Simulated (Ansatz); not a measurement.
# Lattice dynamics of Li2H4Pt (built on the sites of a database entry of Na2H4Pt)

Wanted: phonon frequencies of Li2H4Pt (built on the sites of a database entry of Na2H4Pt) and what follows from them.

Method: DFT PBEsol, scalar-relativistic, plane waves, PAW, in Ansatz 0.2.0.

The structure was built from a prototype and need not be the compound's stable phase.

## Step 1: The structure

It takes space group I4/mmm (No. 139, tetragonal). The conventional cell has a = 4.557 Å, b = 4.557 Å, c = 5.879 Å, α = 90.00°, β = 90.00°, γ = 90.00°. Li has 8 H at 2.19 Å nearest. Nearest to H lie 1 Pt at 1.38 Å. Pt has 4 H at 1.38 Å nearest. Farther neighbours are not listed.

## Step 2: Coarse relaxation

A rough relaxation comes first, because large forces or stress need no tight tolerances yet.

Input file input.yaml:

```yaml
crystal:
  lattice:
    - [-2.27827, 2.27827, 2.9397]
    - [2.27827, -2.27827, 2.9397]
    - [2.27827, 2.27827, -2.9397]
  atoms:
    - { symbol: Li, position: [0.75, 0.25, 0.5] }
    - { symbol: Li, position: [0.25, 0.75, 0.5] }
    - { symbol: H, position: [0.214, 0.214, 0.428] }
    - { symbol: H, position: [0.214, 0.786, 0.0] }
    - { symbol: H, position: [0.786, 0.786, 0.572] }
    - { symbol: H, position: [0.786, 0.214, 0.0] }
    - { symbol: Pt, position: [0.0, 0.0, 0.0] }
kpoints:
  mp_grid: { grid: [6, 6, 6] }
hamiltonian:
  xc: pbesol
scf:
  occupations: { method: gaussian, width: 0.1 }
output:
  forces: true
  stress: true
  eigenvalues: true
relax:
  adjacent_minimum: "off"
  f_tol: 0.05
  max_steps: 80
  cell: { stress_tol: 0.5 }
```

Run with:

```console
ansatz run input.yaml --threads 8 --pin off --max-ram 14336MiB --backend cpu --events-out ev --progress --plain --runs-dir out
```

Numbers of over 12 decimals in the logs are rounded to 6 here.

The program printed:

```text
The last accepted step is kept in <dir> (removed where the run ends without a failure and the disk answers)
Engine: ansatz 0.2.0, aarch64-unknown-linux-gnu
Pseudopotentials: kind: paw
Pseudopotential: Li, paw, valence charge 3, recommended cutoff 420 eV (normal), Li.paw.azcp
Pseudopotential: H, paw, valence charge 1, recommended cutoff 420 eV (normal), H.paw.azcp
[...]
- [2.363216, 2.363216, -2.862991]
  atoms:
    - { symbol: Li, position: [0.75, 0.25, 0.5] }
    - { symbol: Li, position: [0.25, 0.75, 0.5] }
    - { symbol: H, position: [0.246232, 0.246232, 0.492464] }
    - { symbol: H, position: [0.246232, 0.753768, 0.0] }
    - { symbol: H, position: [0.753768, 0.753768, 0.507536] }
    - { symbol: H, position: [0.753768, 0.246232, 0.0] }
    - { symbol: Pt, position: [9.789703392606334e-19, 1.6316172321010789e-19, 1.1421320624707412e-18] }
[key lines of the parts left out:]
SCF converged after 6 iterations
Free energy (F): -12855.385552 eV
Fermi energy:    5.309682 eV
P = ⅓ Tr σ = 0.1529 GPa (1.529 kbar)
```

Run time: 2 s. Hardware: 8 threads of Arm Neoverse V2, shared host; peak memory 0.41 GiB; 11 s of CPU time.

Step by step:

```
step  energy less that of the first step (eV)  largest force component (eV/Å)  pressure (GPa)  volume (Å³)
   1                                   0.0000                          5.8829           40.90        61.03
   2                                  -3.5660                          0.5068            4.19        63.19
   3                                  -3.6111                          0.2074            1.20        64.63
   4                                  -3.6225                          0.0095            0.19        63.96
  5*                                  -3.6255                          0.0095            0.15        63.96
```

Relaxation steps marked * repeat the geometry before them on a plane-wave basis chosen anew for their cell, so energy and pressure can jump there.

The run keeps the 16 symmetry operations that it works with, so distortions that break them were not tested.

```
conventional cell, symmetrised  before  after  change
                         a (Å)   4.557  4.726  +3.7 %
                         b (Å)   4.557  4.726  +3.7 %
                         c (Å)   5.879  5.726  -2.6 %
              volume (Å³/atom)    8.72   9.14  +4.8 %
```

The atoms that moved most (Å, as changes of fractional coordinates times the final cell):

```csv
atom,dx,dy,dz,length
H4,-0.152,0.152,0.000,0.215
H6,0.152,-0.152,0.000,0.215
H5,-0.152,-0.152,0.000,0.215
H3,0.152,0.152,0.000,0.215
```

This step gave:

```
pressure           : 0.1529 GPa
gap on the k-mesh  : 1.930 eV
volume per atom    : 9.137 Å³
direct gap on mesh : 2.216 eV
```

In this step the volume went from 8.72 to 9.14 Å³/atom.

## Step 3: Bringing the structure to rest

Harmonic phonons are second derivatives at a point where the forces vanish, and they are wanted at zero stress, so atoms and cell are relaxed first.

Input file input.yaml:

```yaml
crystal:
  lattice:
    - [-2.3632159701, 2.3632159701, 2.8629912418]
    - [2.3632159701, -2.3632159701, 2.8629912418]
    - [2.3632159701, 2.3632159701, -2.8629912418]
  atoms:
    - { symbol: Li, position: [0.75, 0.25, 0.5] }
    - { symbol: Li, position: [0.25, 0.75, 0.5] }
    - { symbol: H, position: [0.2462318348, 0.2462318348, 0.4924636696] }
    - { symbol: H, position: [0.2462318348, 0.7537681652, 0.0] }
    - { symbol: H, position: [0.7537681652, 0.7537681652, 0.5075363304] }
    - { symbol: H, position: [0.7537681652, 0.2462318348, 0.0] }
    - { symbol: Pt, position: [0.0, 0.0, 0.0] }
kpoints:
  mp_grid: { grid: [8, 8, 8] }
hamiltonian:
  xc: pbesol
scf:
  occupations: { method: gaussian, width: 0.02 }
output:
  forces: true
  stress: true
  eigenvalues: true
relax:
  adjacent_minimum: "off"
  f_tol: 0.005
  max_steps: 80
  cell: { stress_tol: 0.05 }
```

The program printed:

```text
[...]
Crystal: 7 atoms, lattice volume = 63.957 Å³
Basis set: ecut = 420 eV, 1265 PW (Γ), exchange–correlation on 60×60×60 points (8 copies of the dense FFT grid, shifted against one another)
Bands: 21, of which v1, the nominal top of the filled ones, is band 14 counted from 1 (13 counted from 0)
Symmetry: 16 space group operations
[...]
k-points: 59 of 512
[...]
- [2.368502, -2.368502, 2.854941]
    - [2.368502, 2.368502, -2.854941]
  atoms:
    - { symbol: Li, position: [0.750000, 0.250000, 0.500000] }
    - { symbol: Li, position: [0.250000, 0.750000, 0.500000] }
    - { symbol: H, position: [0.245850, 0.245850, 0.491701] }
    - { symbol: H, position: [0.245850, 0.754150, 0.0] }
    - { symbol: H, position: [0.754150, 0.754150, 0.508299] }
    - { symbol: H, position: [0.754150, 0.245850, 0.0] }
    - { symbol: Pt, position: [0, 0, 0] }
[key lines of the parts left out:]
SCF converged after 8 iterations
Free energy (F): -12855.385846 eV
Fermi energy:    5.168591 eV
P = ⅓ Tr σ = -0.0041 GPa (-0.041 kbar)
```

Run time: 2.5 s. Hardware: 8 threads; peak memory 0.46 GiB.

Step by step:

```
step  energy less that of the first step (eV)  largest force component (eV/Å)  pressure (GPa)  volume (Å³)
   1                                   0.0000                          0.0095            0.15        63.96
   2                                  -0.0001                          0.0003           -0.05        64.13
   3                                  -0.0002                          0.0007            0.00        64.06
  4*                                  -0.0003                          0.0007            0.00        64.06
```

Relaxation steps marked * repeat the geometry before them on a plane-wave basis chosen anew for their cell, so energy and pressure can jump there.

Forces are held to the 16 operations that the run works with; a distortion that breaks them can't arise in this run.

| conventional cell, symmetrised | before | after | change |
| --- | --- | --- | --- |
| a (Å) | 4.726 | 4.737 | +0.2 % |
| b (Å) | 4.726 | 4.737 | +0.2 % |
| c (Å) | 5.726 | 5.710 | -0.3 % |
| volume (Å³/atom) | 9.14 | 9.15 | +0.2 % |

This step gave:

| Property | Result |
| --- | --- |
| pressure | -0.004119 GPa |
| gap on the k-mesh | 1.740 eV |
| volume per atom | 9.152 Å³ |
| direct gap on mesh | 2.234 eV |

In this step the volume went from 9.14 to 9.15 Å³/atom.

## Step 4: Tight relaxation

Phonons need a cell at rest on their own settings, so the relaxation is repeated with tight tolerances on forces and stress, using the mesh and the filling of the phonon run that follows.

Input file input.yaml:

```yaml
crystal:
  lattice:
    - [-2.3685020354, 2.3685020354, 2.8549408054]
    - [2.3685020354, -2.3685020354, 2.8549408054]
    - [2.3685020354, 2.3685020354, -2.8549408054]
  atoms:
    - { symbol: Li, position: [0.75, 0.25, 0.5] }
    - { symbol: Li, position: [0.25, 0.75, 0.5] }
    - { symbol: H, position: [0.2458503828, 0.2458503828, 0.4917007656] }
    - { symbol: H, position: [0.2458503828, 0.7541496172, 0.0] }
    - { symbol: H, position: [0.7541496172, 0.7541496172, 0.5082992344] }
    - { symbol: H, position: [0.7541496172, 0.2458503828, 0.0] }
    - { symbol: Pt, position: [0.0, 0.0, 0.0] }
kpoints:
  mp_grid: { grid: [8, 8, 8] }
hamiltonian:
  xc: pbesol
scf:
  occupations: { method: fixed }
output:
  forces: true
  stress: true
  eigenvalues: true
relax:
  adjacent_minimum: "off"
  f_tol: 0.001
  max_steps: 60
  cell: { stress_tol: 0.01 }
```

The program printed:

```text
[...]
Crystal: 7 atoms, lattice volume = 64.063 Å³
Basis set: ecut = 420 eV, 1265 PW (Γ), exchange–correlation on 60×60×60 points (8 copies of the dense FFT grid, shifted against one another)
Bands: 21, of which v1, the nominal top of the filled ones, is band 14 counted from 1 (13 counted from 0)
Symmetry: 16 space group operations
[...]
k-points: 59 of 512
[...]
- [2.3685020354, 2.3685020354, -2.8549408054]
  atoms:
    - { symbol: Li, position: [0.750000, 0.25, 0.500000] }
    - { symbol: Li, position: [0.25, 0.750000, 0.500000] }
    - { symbol: H, position: [0.245850, 0.245850, 0.491701] }
    - { symbol: H, position: [0.2458503828, 0.7541496172, 0.0] }
    - { symbol: H, position: [0.754150, 0.754150, 0.5082992344] }
    - { symbol: H, position: [0.7541496172, 0.2458503828, 0.0] }
    - { symbol: Pt, position: [0.0, 0.0, 0.0] }
[key lines of the parts left out:]
SCF converged after 6 iterations
Free energy (F): -12855.385846 eV
Fermi energy:    4.298428 eV
P = ⅓ Tr σ = -0.0041 GPa (-0.041 kbar)
```

Run time: 1.3 s. Hardware: 8 threads; peak memory 0.45 GiB; 8.1 s of CPU time.

Little changed from the start: no atom moved by 0.005 Å and no cell edge by 0.1 %.

The largest force component left is 0.73 meV/Å and the pressure is -0.004 GPa, within the tolerances set. The cell now holds 9.15 Å³/atom.

(Part 1 of 3 ends here.)

[Logs are printed without paths, hosts, clocks, repeated set-up lines and the standing remarks that a program may print on its own settings, such as how far it seeks lower states.]

[Hosts, paths, dates, database ids (printed as entryN), source tags and the programs' standing remarks are cut or masked in the printed files.]
